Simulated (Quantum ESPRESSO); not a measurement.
## The states of the two spins in KMnF3

Where do the states of the two spins of KMnF3 lie?

Method: PBEsol; plane waves with GBRV 1.5 PBEsol potentials, no spin-orbit coupling, in Quantum ESPRESSO 7.5.

## Step 1: Starting point

The structure is cubic, space group Pm-3m (No. 221). The conventional cell has a = 4.189 Å, b = 4.189 Å, c = 4.189 Å, α = 90.00°, β = 90.00°, γ = 90.00°. Nearest to K lie 12 F at 2.96 Å. Mn has 6 F at 2.09 Å nearest. Nearest to F lie 2 Mn at 2.09 Å and 4 K at 2.96 Å. Farther neighbours and most contacts between anions are not listed.

The cell comes from the Crystallography Open Database.

## Step 2: The magnetic state

This state came out lowest in a comparison of starts that is told elsewhere.

pw.in reads:

```
&CONTROL
  calculation = 'scf'
  prefix = 'pwscf'
  outdir = './tmp'
  pseudo_dir = './pseudo'
  disk_io = 'low'
/
&SYSTEM
  ibrav = 0
  celldm(1) = 8
  nat = 10
  ntyp = 4
  ecutwfc = 40
  ecutrho = 280
  nbnd = 63
  occupations = 'smearing'
  smearing = 'fd'
  degauss = 0.00367493
  nspin = 2
  starting_magnetization(1) = 0
  starting_magnetization(2) = 0.3
  starting_magnetization(3) = -0.3
  starting_magnetization(4) = 0
/
&ELECTRONS
  conv_thr = 2d-08
  electron_maxstep = 150
  mixing_beta = 0.3
/
ATOMIC_SPECIES
K      39.0983 k_pbesol_v1.4.uspp.F.UPF
Mn1    54.9380 mn_pbesol_v1.5.uspp.F.UPF
Mn2    54.9380 mn_pbesol_v1.5.uspp.F.UPF
F      18.9984 f_pbesol_v1.4.uspp.F.UPF
CELL_PARAMETERS alat
   1.9791574134737    0.0000000000000    0.0000000000000
   0.9895787067368    0.9895787067368    0.0000000000000
   0.9895787067368    0.0000000000000    0.9895787067368
ATOMIC_POSITIONS crystal
K       0.7500000000    0.5000000000    0.5000000000
K       0.2500000000    0.5000000000    0.5000000000
Mn1     0.0000000000    0.0000000000    0.0000000000
Mn2     0.5000000000    0.0000000000    0.0000000000
F       0.2500000000    0.0000000000    0.0000000000
F       0.7500000000    0.0000000000    0.0000000000
F       0.7500000000    0.5000000000    0.0000000000
F       0.2500000000    0.5000000000    0.0000000000
F       0.7500000000    0.0000000000    0.5000000000
F       0.2500000000    0.0000000000    0.5000000000
K_POINTS automatic
3 6 6 0 0 0
```

The run is started by

```
$ OMP_NUM_THREADS=1 mpirun -n 4 pw.x -nk 4 -in pw.in > pw.out
```

The program printed:

```text
Program PWSCF v.7.5 starts

     Message from routine setup:
     using ibrav=0 with symmetry is DISCOURAGED, use correct ibrav instead

     K-points division:     npool     =       4
     Subspace diagonalization in iterative solution of the eigenvalue problem:

     bravais-lattice index     =            0
     lattice parameter (alat)  =       8.0000  a.u.
     unit-cell volume          =     992.3183 (a.u.)^3
     number of atoms/cell      =           10
     number of atomic types    =            4
     number of electrons       =        90.00
     number of Kohn-Sham states=           63
     kinetic-energy cutoff     =      40.0000  Ry
     charge density cutoff     =     280.0000  Ry
     scf convergence threshold =      2.0E-08
     mixing beta               =       0.3000
     number of iterations used =            8  plain     mixing
     Exchange-correlation= SLA  PW   PSX  PSC
                           (   1   4  10   8   0   0   0)

     celldm(1)=   8.000000  celldm(2)=   0.000000  celldm(3)=   0.000000
     celldm(4)=   0.000000  celldm(5)=   0.000000  celldm(6)=   0.000000

     crystal axes: (cart. coord. in units of alat)
               a(1) = (   1.979157   0.000000   0.000000 )
               a(2) = (   0.989579   0.989579   0.000000 )
               a(3) = (   0.989579   0.000000   0.989579 )

     reciprocal axes: (cart. coord. in units 2 pi/alat)
               b(1) = (  0.505266 -0.505266 -0.505266 )
               b(2) = (  0.000000  1.010531  0.000000 )
               b(3) = (  0.000000  0.000000  1.010531 )

     PseudoPot. # 1 for K  read from file:
     k_pbesol_v1.4.uspp.F.UPF
     Pseudo is Ultrasoft + core correction, Zval =  9.0

     PseudoPot. # 2 for Mn read from file:
     mn_pbesol_v1.5.uspp.F.UPF
     Pseudo is Ultrasoft + core correction, Zval = 15.0

     PseudoPot. # 3 for Mn read from file:
     mn_pbesol_v1.5.uspp.F.UPF
     Pseudo is Ultrasoft + core correction, Zval = 15.0

     PseudoPot. # 4 for F  read from file:
     f_pbesol_v1.4.uspp.F.UPF
     Pseudo is Ultrasoft, Zval =  7.0

     atomic species   valence    mass     pseudopotential
     K                 9.00    39.09830     K ( 1.00)
     Mn1              15.00    54.93800     Mn( 1.00)
     Mn2              15.00    54.93800     Mn( 1.00)
     F                 7.00    18.99840     F ( 1.00)

     Starting magnetic structure
     atomic species   magnetization
     K               0.000
     Mn1             0.300
     Mn2            -0.300
     F               0.000

     48 Sym. Ops., with inversion, found

   Cartesian axes

     site n.     atom                  positions (alat units)
         1        K      tau(   1) = (   2.4739468   0.4947894   0.4947894  )
         2        K      tau(   2) = (   1.4843681   0.4947894   0.4947894  )
         3        Mn1    tau(   3) = (   0.0000000   0.0000000   0.0000000  )
         4        Mn2    tau(   4) = (   0.9895787   0.0000000   0.0000000  )
         5        F      tau(   5) = (   0.4947894   0.0000000   0.0000000  )
         6        F      tau(   6) = (   1.4843681   0.0000000   0.0000000  )
         7        F      tau(   7) = (   1.9791574   0.4947894   0.0000000  )
         8        F      tau(   8) = (   0.9895787   0.4947894   0.0000000  )
         9        F      tau(   9) = (   1.9791574   0.0000000   0.4947894  )
        10        F      tau(  10) = (   0.9895787   0.0000000   0.4947894  )

     number of k points=    10  Fermi-Dirac smearing, width (Ry)=  0.0037
                       cart. coord. in units 2pi/alat
        k(    1) = (   0.0000000   0.0000000   0.0000000), wk =   0.0092593
        k(    2) = (   0.0000000   0.0000000   0.1684218), wk =   0.0555556
        k(    3) = (   0.0000000   0.0000000   0.3368437), wk =   0.0555556
        k(    4) = (   0.0000000   0.0000000  -0.5052655), wk =   0.0277778
        k(    5) = (   0.0000000   0.1684218   0.1684218), wk =   0.1111111
        [... 5 further k-points ...]

     Dense  grid:    78343 G-vectors     FFT dimensions: (  90,  60,  60)

     Smooth grid:    34015 G-vectors     FFT dimensions: (  64,  45,  45)

     Check: negative core charge=   -0.000025
     Generating pointlists ...
     new r_m :   0.2886 (alat units)  2.3091 (a.u.) for type    1
     new r_m :   0.2041 (alat units)  1.6328 (a.u.) for type    2
     new r_m :   0.2041 (alat units)  1.6328 (a.u.) for type    3
     new r_m :   0.2041 (alat units)  1.6328 (a.u.) for type    4

     Initial potential from superposition of free atoms

     starting charge      87.9925, renormalised to      90.0000
     Starting wfcs are   66 randomized atomic wfcs

     Self-consistent Calculation

     iteration #  1     ecut=    40.00 Ry     beta= 0.30
     Davidson diagonalization with overlap
     ethr =  1.00E-02,  avg # of iterations =  7.5

     Threshold (ethr) on eigenvalues was too large:
     Diagonalizing with lowered threshold

     Davidson diagonalization with overlap
     ethr =  7.92E-04,  avg # of iterations =  2.0

     total energy              =    -827.86330041 Ry
     estimated scf accuracy    <       0.75417312 Ry

     total magnetization       =     0.00 Bohr mag/cell
     absolute magnetization    =     9.37 Bohr mag/cell

     iteration #  2     ecut=    40.00 Ry     beta= 0.30
     Davidson diagonalization with overlap
     ethr =  8.38E-04,  avg # of iterations =  2.6

     total energy              =    -827.97281861 Ry
     estimated scf accuracy    <       0.07908314 Ry

     total magnetization       =     0.00 Bohr mag/cell
     absolute magnetization    =     9.36 Bohr mag/cell

     [... further iterations left out ...]

     iteration # 10     ecut=    40.00 Ry     beta= 0.30
     Davidson diagonalization with overlap
     ethr =  6.63E-11,  avg # of iterations =  3.9

     negative rho (up, down):  3.465E-04 3.465E-04

     total energy              =    -827.98676734 Ry
     estimated scf accuracy    <       0.00000008 Ry

     total magnetization       =    -0.00 Bohr mag/cell
     absolute magnetization    =     9.43 Bohr mag/cell

     iteration # 11     ecut=    40.00 Ry     beta= 0.30
     Davidson diagonalization with overlap
     ethr =  6.63E-11,  avg # of iterations =  3.1

     negative rho (up, down):  3.464E-04 3.464E-04

     Magnetic moment per site  (integrated on atomic sphere of radius R)
     atom   1 (R=0.289)  charge=  7.7089  magn=  0.0000
     atom   2 (R=0.289)  charge=  7.7089  magn=  0.0000
     atom   3 (R=0.204)  charge= 12.3506  magn=  4.0920
     atom   4 (R=0.204)  charge= 12.3506  magn= -4.0920
     atom   5 (R=0.204)  charge=  6.6655  magn= -0.0000
     atom   6 (R=0.204)  charge=  6.6655  magn= -0.0000
     atom   7 (R=0.204)  charge=  6.6655  magn= -0.0000
     atom   8 (R=0.204)  charge=  6.6655  magn= -0.0000
     atom   9 (R=0.204)  charge=  6.6655  magn= -0.0000
     atom  10 (R=0.204)  charge=  6.6655  magn= -0.0000

     End of self-consistent calculation

     [... lines left out ...]
     the Fermi energy is     7.7236 ev

!    total energy              =    -827.98676744 Ry
     estimated scf accuracy    <          8.3E-10 Ry
     smearing contrib. (-TS)   =      -0.00000000 Ry
     internal energy E=F+TS    =    -827.98676744 Ry

     The total energy is F=E-TS. E is the sum of the following terms:
     one-electron contribution =    -496.27030972 Ry
     hartree contribution      =     288.32293419 Ry
     xc contribution           =    -126.46816858 Ry
     ewald contribution        =    -493.57122332 Ry

     total magnetization       =     0.00 Bohr mag/cell
     absolute magnetization    =     9.43 Bohr mag/cell

     convergence has been achieved in  11 iterations

=------------------------------------------------------------------------------=
   JOB DONE.
=------------------------------------------------------------------------------=
```

The job ended after 32 s (4 MPI ranks of AMD EPYC 9R14 (Zen 4), shared host; peak memory 0.88 GiB).

Spin moment in the atom's sphere by atom:

| atom | spin moment in the atom's sphere (μB) |
| --- | --- |
| K1 | 0.00 |
| K2 | 0.00 |
| Mn3 | 4.09 |
| Mn4 | -4.09 |
| F5 | 0.00 |
| F6 | 0.00 |
| F7 | 0.00 |
| F8 | 0.00 |
| F9 | 0.00 |
| F10 | 0.00 |

This step gave:

```
smearing term TS       : 3.40e-11 eV
magnetization          : 0 μB
absolute magnetization : 9.434 μB
final state            : antiferromagnetic
```

(Continued in part 2 of 2.)

[Logs and program files are shortened in this print: banners, set-up blocks, solver, clock and traceback lines can be left out without a mark of their own.]

[Logs are printed without paths, hosts, clocks, repeated set-up lines and the standing remarks that a program may print on its own settings, such as how far it seeks lower states.]

[Hosts, paths, dates, database ids (printed as entryN), source tags and the programs' standing remarks are cut or masked in the printed files.]

[Where a cell is said to come from a database of computed structures, the database is the Materials Project.]
